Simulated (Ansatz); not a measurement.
# LiNbO3 (R3c): the gap up the ladder of methods, part 3 of 3

Wanted: a ladder of band gaps for LiNbO3 (R3c), from density functionals to G0W0.

Ansatz 0.2.0; density functionals, hybrids and G0W0, plane waves, PAW. Known limits of the many-body steps: finite bands, screening cutoff and k mesh; no spin-orbit coupling in G0W0.

So far. Step 10 (G0W0@HSE06, 4×4×4 mesh, 226 empty bands, screening to …): Over all 13 irreducible mesh points the G0W0 gap is 5.605 eV, from k = Γ to k = (0.000, 0.250, -0.500). The HSE06 gap of this run on the mesh is 5.066 eV. The two states that bound the G0W0 gap lie that far apart at the start, so the correction of the gap is 5.605 − 5.066 = +0.539 eV.

In doubt: masses and optical values from hybrid runs of this build are listed as unsure (step 10), which bears on the screening that GW takes from such a start.

## 12. Gap and time by level

Each gap is the least one over the points named; times are wall times on shared hosts, not benchmarks. A G0W0 time includes the run's own self-consistent start. Runs with listed points see these and the mesh alone, so an edge that moves elsewhere is missed. Rows marked * are further runs, not shown as steps, whose inputs differ from the G0W0 step on the same start in the columns given; solver thresholds can differ too.

```
     level   mesh       files, cutoff  bands summed, screening                          points  gap (eV)               valence top        conduction bottom  least direct gap (eV)   time
       LDA  6×6×6  soft_2 PAW, 420 eV                        -          mesh and listed points     3.526  (-0.150, -0.150, -0.150)  (-0.381, 0.000, -0.619)                  3.558    5 s
       PBE  6×6×6  soft_2 PAW, 420 eV                        -                   mesh and path     3.584  (-0.150, -0.150, -0.150)  (-0.381, 0.000, -0.619)                  3.620  6.5 s
   PBE+SOC  6×6×6  soft_2 PAW, 420 eV                        -          mesh and listed points     3.543  (-0.150, -0.150, -0.150)  (-0.381, 0.000, -0.619)                  3.595   15 s
    r2SCAN  6×6×6  soft_2 PAW, 500 eV                        -          mesh and listed points     4.000  (-0.150, -0.150, -0.150)  (-0.381, 0.000, -0.619)                  4.039   14 s
     HSE06  4×4×4  soft_2 PAW, 420 eV                        -          mesh and listed points     5.031  (-0.150, -0.150, -0.150)  (-0.381, 0.000, -0.619)                  5.066   37 s
      PBE0  4×4×4  soft_2 PAW, 420 eV                        -          mesh and listed points     5.789  (-0.150, -0.150, -0.150)  (-0.381, 0.000, -0.619)                  5.826   30 s
  DDH-PBE0  4×4×4  soft_2 PAW, 420 eV                        -          mesh and listed points     5.233  (-0.150, -0.150, -0.150)  (-0.381, 0.000, -0.619)                  5.269   41 s
 G0W0@PBE*  4×4×4  soft_2 PAW, 420 eV               114, 48 eV  all 13 irreducible mesh points     5.350                         Γ   (0.000, 0.250, -0.500)                  5.358   18 s
 G0W0@PBE*  4×4×4  soft_2 PAW, 420 eV               260, 96 eV  all 13 irreducible mesh points     5.132                         Γ   (0.000, 0.250, -0.500)                  5.138   36 s
  G0W0@PBE  4×4×4  soft_2 PAW, 420 eV              522, 160 eV  all 13 irreducible mesh points     5.163                         Γ   (0.000, 0.250, -0.500)                  5.165   73 s
 G0W0@PBE*  2×2×2  soft_2 PAW, 420 eV               260, 96 eV   all 4 irreducible mesh points     5.139                         Γ                        Γ                  5.139   15 s
G0W0@HSE06  4×4×4  soft_2 PAW, 420 eV               260, 96 eV  all 13 irreducible mesh points     5.605                         Γ   (0.000, 0.250, -0.500)                  5.612   95 s
  G0W0@LDA  4×4×4  soft_2 PAW, 420 eV               260, 96 eV  all 13 irreducible mesh points     5.194                         Γ   (0.000, 0.250, -0.500)                  5.196   20 s
```

## 13. Results

```
LDA, over mesh and listed points                                 : 3.526 eV
PBE, over mesh and path                                          : 3.584 eV
PBE+SOC, over mesh and listed points                             : 3.543 eV
r2SCAN, over mesh and listed points                              : 4.000 eV
HSE06, over mesh and listed points                               : 5.031 eV
PBE0, over mesh and listed points                                : 5.789 eV
DDH-PBE0, over mesh and listed points                            : 5.233 eV
G0W0@PBE (522 bands, 4×4×4), over all 13 irreducible mesh points : 5.163 eV
G0W0@HSE06, over all 13 irreducible mesh points                  : 5.605 eV
G0W0@LDA, over all 13 irreducible mesh points                    : 5.194 eV
known limits                                                     : finite bands, screening cutoff and k mesh; no spin-orbit coupling in G0W0
```

**Reading.** The rows run from 3.526 eV (LDA) to 5.789 eV (PBE0). They differ in mesh, plane-wave cutoff, bands and screening cutoff of G0W0 and the points over which the gap was sought as well as in level, so only pairs that share these are like for like. PBE against LDA: 3.584 − 3.526 = +0.058 eV, with the same mesh, files and cutoff, and both edges at the same k points. PBE+SOC against PBE: 3.543 − 3.584 = −0.041 eV, with the same mesh, set of files (read in its fully relativistic form for the spin-orbit run) and cutoff, and both edges at the same k points. The spin-orbit run sees mesh and listed points alone, so its gap is an upper bound: the coupling can move an edge off these points, the more so as this crystal has no centre of inversion, and the change over the zone, its sign included where it is small, is not known. PBE0 against HSE06: 5.789 − 5.031 = +0.758 eV, with the same mesh, files and cutoff, and both edges at the same k points. DDH-PBE0 against PBE0: 5.233 − 5.789 = −0.556 eV, with the same mesh, files and cutoff, and both edges at the same k points. G0W0@HSE06 against G0W0@PBE with 260 bands: 5.605 − 5.132 = +0.473 eV, with the same mesh, files and cutoffs, and both edges at the same k points. G0W0@LDA against G0W0@HSE06 with 260 bands: 5.194 − 5.605 = −0.411 eV, with the same mesh, files and cutoffs, and both edges at the same k points. The dielectric-dependent hybrid took 0.189 of exact exchange, against 0.25 in PBE0. G0W0@PBE (522 bands, 4×4×4) moves the gap of its own start on the mesh by 5.163 − 3.618 = +1.545 eV, between the same two levels. Over mesh and path, PBE puts the valence top at k = (-0.150, -0.150, -0.150) and conduction bottom at k = (-0.381, 0.000, -0.619), where no G0W0 correction was computed. The G0W0 gap over the whole zone is therefore not known from this run; at its settings it can only be equal to or under the 5.163 eV found, and no correction is carried over from another point. For the start itself the gap is 3.584 eV over mesh and path and 3.618 eV on the mesh of the G0W0 run, in runs that differ in mesh (6×6×6 and 4×4×4). G0W0@HSE06 moves the gap of its own start on the mesh by 5.605 − 5.066 = +0.539 eV, between the same two levels. Over mesh and listed points, HSE06 puts the valence top at k = (-0.150, -0.150, -0.150) and conduction bottom at k = (-0.381, 0.000, -0.619), where no G0W0 correction was computed. The G0W0 gap over the whole zone is therefore not known from this run; at its settings it can only be equal to or under the 5.605 eV found, and no correction is carried over from another point. For the start itself the gap is 5.031 eV over mesh and listed points and 5.066 eV on the mesh of the G0W0 run. G0W0@LDA moves the gap of its own start on the mesh by 5.194 − 3.558 = +1.636 eV, with other states at the edges (they lie 3.562 eV apart at the start). Over mesh and listed points, LDA puts the valence top at k = (-0.150, -0.150, -0.150) and conduction bottom at k = (-0.381, 0.000, -0.619), where no G0W0 correction was computed. The G0W0 gap over the whole zone is therefore not known from this run; at its settings it can only be equal to or under the 5.194 eV found, and no correction is carried over from another point. For the start itself the gap is 3.526 eV over mesh and listed points and 3.558 eV on the mesh of the G0W0 run, in runs that differ in mesh (6×6×6 and 4×4×4). What spin-orbit coupling does to the G0W0 levels was not computed, so no sum with the G0W0 gap is formed. For G0W0@PBE: from 114 bands and 48 eV to 522 bands and 160 eV the gap moves by 5.163 − 5.350 = −0.187 eV (rung by rung 5.350, 5.132, 5.163 eV); bands and screening cutoff rise together, so their parts are not told apart. The gap turns back along the series (5.350, 5.132, 5.163 eV), so no line is drawn and the limit is not known. The other G0W0 rows are shown at one basis each (260 bands), so their distance from the limit is not known here. With the 2×2×2 mesh in place of the 4×4×4 mesh and all else as in the G0W0@PBE row with 260 bands, the gap differs by 5.139 − 5.132 = +0.007 eV, and that of the start by 3.607 − 3.618 = −0.011 eV; an edge lies at another k point, so this need not be the shift of one pair of states. The G0W0 runs are scalar-relativistic. G0W0@PBE runs of this series with other atomic data on the same mesh, not shown as steps, give 5.128 eV (hard PAW, 930 eV, 260 bands, screening to 96 eV; the table's row with the same empty bands and screening cutoff has 5.132 eV); where bands and cutoffs differ too, the part of the files is not isolated.

[Paths, hosts, dates, memory and timing lines, banners, echoed tables and standing remarks are left out of the program output.]

[Logs are printed without paths, hosts, clocks, repeated set-up lines and the standing remarks that a program may print on its own settings, such as how far it seeks lower states.]

[Runs of the session that timed out or met a known fault of the program may be left out.]

[Cells called generated may have been cut or substituted from an entry of the Crystallography Open Database or the Materials Project.]

[Hosts, paths, dates, database ids (printed as entryN), source tags and the programs' standing remarks are cut or masked in the printed files.]

[Where an RPA ε∞ is given, it is that of the G0W0 mesh and is not shown converged in it. Names of k-points follow the symmetry that the program found, which can be lower than the space group named. Band edges on a path are those of the sampled points; other points can move an edge, and change direct to indirect where valleys lie close.]

[Hybrid gaps are those of their k-mesh and are not shown converged in it.]
